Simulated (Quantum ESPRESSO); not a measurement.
**CdS (Hawleyite): the optical phonon under strain**

Wanted: the shift of the optical mode of CdS (Hawleyite) in a strained (001) layer.

Main program and level: Quantum ESPRESSO 7.5; DFT LDA, scalar-relativistic, plane waves, GBRV ultrasoft pseudopotentials.

### 1. Set-up

The structure is cubic, space group F-43m (No. 216). The conventional cell has a = 5.749 Å, b = 5.749 Å, c = 5.749 Å, α = 90.00°, β = 90.00°, γ = 90.00°. Nearest to Cd lie 4 S at 2.49 Å. S has 4 Cd at 2.49 Å nearest. Farther neighbours and most contacts between anions are not listed.

Structure file:

```
CELL_PARAMETERS angstrom
-2.87432 0.00000 2.87432
0.00000 2.87432 2.87432
-2.87432 2.87432 0.00000
ATOMIC_POSITIONS crystal
Cd 0.00000 0.00000 0.00000
S 0.25000 0.25000 0.25000
```

This is the cell after its relaxation at this level of theory, not the database cell from which that began.

### 2. Uniaxial strain

The relaxed cell is stretched along z alone. This keeps all atoms on sites fixed by symmetry and splits the threefold mode into a singlet, polarised along z, and a doublet. The macroscopic field is left out, so these are transverse modes. Cutoff 50 Ry, k mesh 8×8×8.

From the response at ε_zz = 0.01:

Output:

```text
[banners, grids, parts of the stress and lines that vanish by symmetry left out]
Program PHONON v.7.5
     Reading xml data from directory:

[...]
Exchange-correlation= PZ
                           (   1   1   0   0   0   0   0)
[...]
kinetic-energy cut-off    =      50.0000  Ry
     charge density cut-off    =     400.0000  Ry
     convergence threshold     =      1.0E-18
[...]
Exchange-correlation= PZ
                           (   1   1   0   0   0   0   0)
[...]
q = (   0.0000000   0.0000000   0.0000000 )
      9 Sym.Ops. (with q -> -q+G )
     G cutoff =  603.8668  (  43847 G-vectors)     FFT grid: ( 50, 50, 50)
     G cutoff =  301.9334  (  15465 G-vectors)  smooth grid: ( 36, 36, 36)
     number of k points=    59
[...]
Mode symmetry, D_2d (-42m) point group:
[...]
Representation #   1 mode #   1
[...]
End of self-consistent calculation
     Convergence has been achieved
     Representation #   2 mode #   2
[...]
End of self-consistent calculation
     Convergence has been achieved
     Representation #   3 modes #   3   4
[...]
End of self-consistent calculation
     Convergence has been achieved
     Representation #   4 modes #   5   6
[...]
End of self-consistent calculation
     Convergence has been achieved
[...]
q = (    0.000000000   0.000000000   0.000000000 )
[...]
freq (    1) =      -0.209925 [THz] =      -7.002347 [cm-1]
     freq (    2) =      -0.186829 [THz] =      -6.231952 [cm-1]
     freq (    3) =      -0.186829 [THz] =      -6.231952 [cm-1]
     freq (    4) =       7.285884 [THz] =     243.030921 [cm-1]
     freq (    5) =       7.285884 [THz] =     243.030921 [cm-1]
     freq (    6) =       7.356838 [THz] =     245.397700 [cm-1]
[...]
Mode symmetry, D_2d (-42m) point group:
     freq (   1-   1) =         -7.0  [cm-1]   --> B_2  X_3  W_2   I+R
     freq (   2-   3) =         -6.2  [cm-1]   --> E    X_5  W_3   I+R
     freq (   4-   5) =        243.0  [cm-1]   --> E    X_5  W_3   I+R
     freq (   6-   6) =        245.4  [cm-1]   --> B_2  X_3  W_2   I+R

   JOB DONE.
```

```csv
ε_zz,singlet (cm⁻¹),doublet (cm⁻¹),σ_zz (GPa),σ_xx (GPa)
-0.01,251.04,253.63,-1.138,-0.955
-0.005,249.69,250.95,-0.715,-0.619
0,248.28,248.28,-0.293,-0.293
0.005,246.86,245.64,0.124,0.023
0.01,245.40,243.03,0.536,0.329
```

Stress is counted positive in tension.

### 3. The fit

To first order ω² − ω₀² = p ε_zz + q (ε_xx + ε_yy) for the mode along z, and likewise for x and y. With ε_zz alone the singlet gives p and the doublet q.

The linear terms of parabolas through ω² are p = -2.27 ω₀² and q = -4.27 ω₀², with ω₀ = 248.3 cm⁻¹. Those of the stresses are C11 = 84 GPa and C12 = 64 GPa. Under hydrostatic strain p and q imply γ = −(p + 2q)/(6 ω₀²) = 1.80.

A layer held to an in-plane strain ε and free along z takes ε_zz = −2 (C12/C11) ε = -1.533 ε. To first order the singlet then shifts by (q − p C12/C11) ε / ω₀ = -628 ε cm⁻¹. For ε = 0.004, ε_zz = -0.00613, the formulas for ω² predict 245.75 cm⁻¹ for the singlet and 248.28 cm⁻¹ for the doublet.

### 4. A biaxially strained cell

This run was no part of the fit.

Output:

```text
[banners, grids, parts of the stress and lines that vanish by symmetry left out]
[banner, memory and clock lines left out]
Program PHONON v.7.5

[...]
Exchange-correlation= PZ
                           (   1   1   0   0   0   0   0)
[...]
kinetic-energy cut-off    =      50.0000  Ry
     charge density cut-off    =     400.0000  Ry
     convergence threshold     =      1.0E-18
[...]
Exchange-correlation= PZ
                           (   1   1   0   0   0   0   0)
[...]
q = (   0.0000000   0.0000000   0.0000000 )
      9 Sym.Ops. (with q -> -q+G )
     G cutoff =  596.6009  (  43439 G-vectors)     FFT grid: ( 50, 50, 50)
     G cutoff =  298.3005  (  15385 G-vectors)  smooth grid: ( 36, 36, 36)
     number of k points=    59
[...]
Mode symmetry, D_2d (-42m) point group:
[...]
Representation #   1 mode #   1
[...]
End of self-consistent calculation
     Convergence has been achieved
     Representation #   2 mode #   2
[...]
End of self-consistent calculation
     Convergence has been achieved
     Representation #   3 modes #   3   4
[...]
End of self-consistent calculation
     Convergence has been achieved
     Representation #   4 modes #   5   6
[...]
End of self-consistent calculation
     Convergence has been achieved
[...]
q = (    0.000000000   0.000000000   0.000000000 )
[...]
freq (    1) =      -0.203803 [THz] =      -6.798149 [cm-1]
     freq (    2) =      -0.203583 [THz] =      -6.790787 [cm-1]
     freq (    3) =      -0.203583 [THz] =      -6.790787 [cm-1]
     freq (    4) =       7.368471 [THz] =     245.785752 [cm-1]
     freq (    5) =       7.442193 [THz] =     248.244830 [cm-1]
     freq (    6) =       7.442193 [THz] =     248.244830 [cm-1]
[...]
Mode symmetry, D_2d (-42m) point group:
     freq (   1-   1) =         -6.8  [cm-1]   --> B_2  X_3  W_2   I+R
     freq (   2-   3) =         -6.8  [cm-1]   --> E    X_5  W_3   I+R
     freq (   4-   4) =        245.8  [cm-1]   --> B_2  X_3  W_2   I+R
     freq (   5-   6) =        248.2  [cm-1]   --> E    X_5  W_3   I+R
```

```csv
mode,predicted (cm⁻¹),run (cm⁻¹)
singlet,245.75,245.79
doublet,248.28,248.24
```

The stress along z is -0.290 GPa and that in the plane -0.096 GPa; the unstrained cell carries -0.293 GPa.

### 5. What came out

```yaml
p_in_units_of_the_squared_frequency: -2.273
q_same_units: -4.272
shift_of_the_singlet_per_unit_of_biaxial_strain: -628 cm⁻¹
c11_and_c12: 84 and 64 GPa
```

**Reading.** To first order, one per cent of tensile biaxial strain moves the singlet of CdS (Hawleyite) by -6.3 cm⁻¹ and the doublet by 0.0 cm⁻¹; the formulas miss the test run by up to 0.04 cm⁻¹. In backscattering from (001) the mode polarised along z is the one seen in diamond and zinc-blende crystals; in a polar crystal it is the LO mode, whose potentials differ somewhat from these. The third potential, r, needs shear strain and a relaxation of the atoms, which was not run. These are harmonic values at zero temperature.

[Host names and launcher messages were left out of these logs when they were recorded.]

[Logs are printed without paths, hosts, clocks, repeated set-up lines and the standing remarks that a program may print on its own settings, such as how far it seeks lower states.]

[Hosts, paths, dates, database ids (printed as entryN), source tags and the programs' standing remarks are cut or masked in the printed files.]
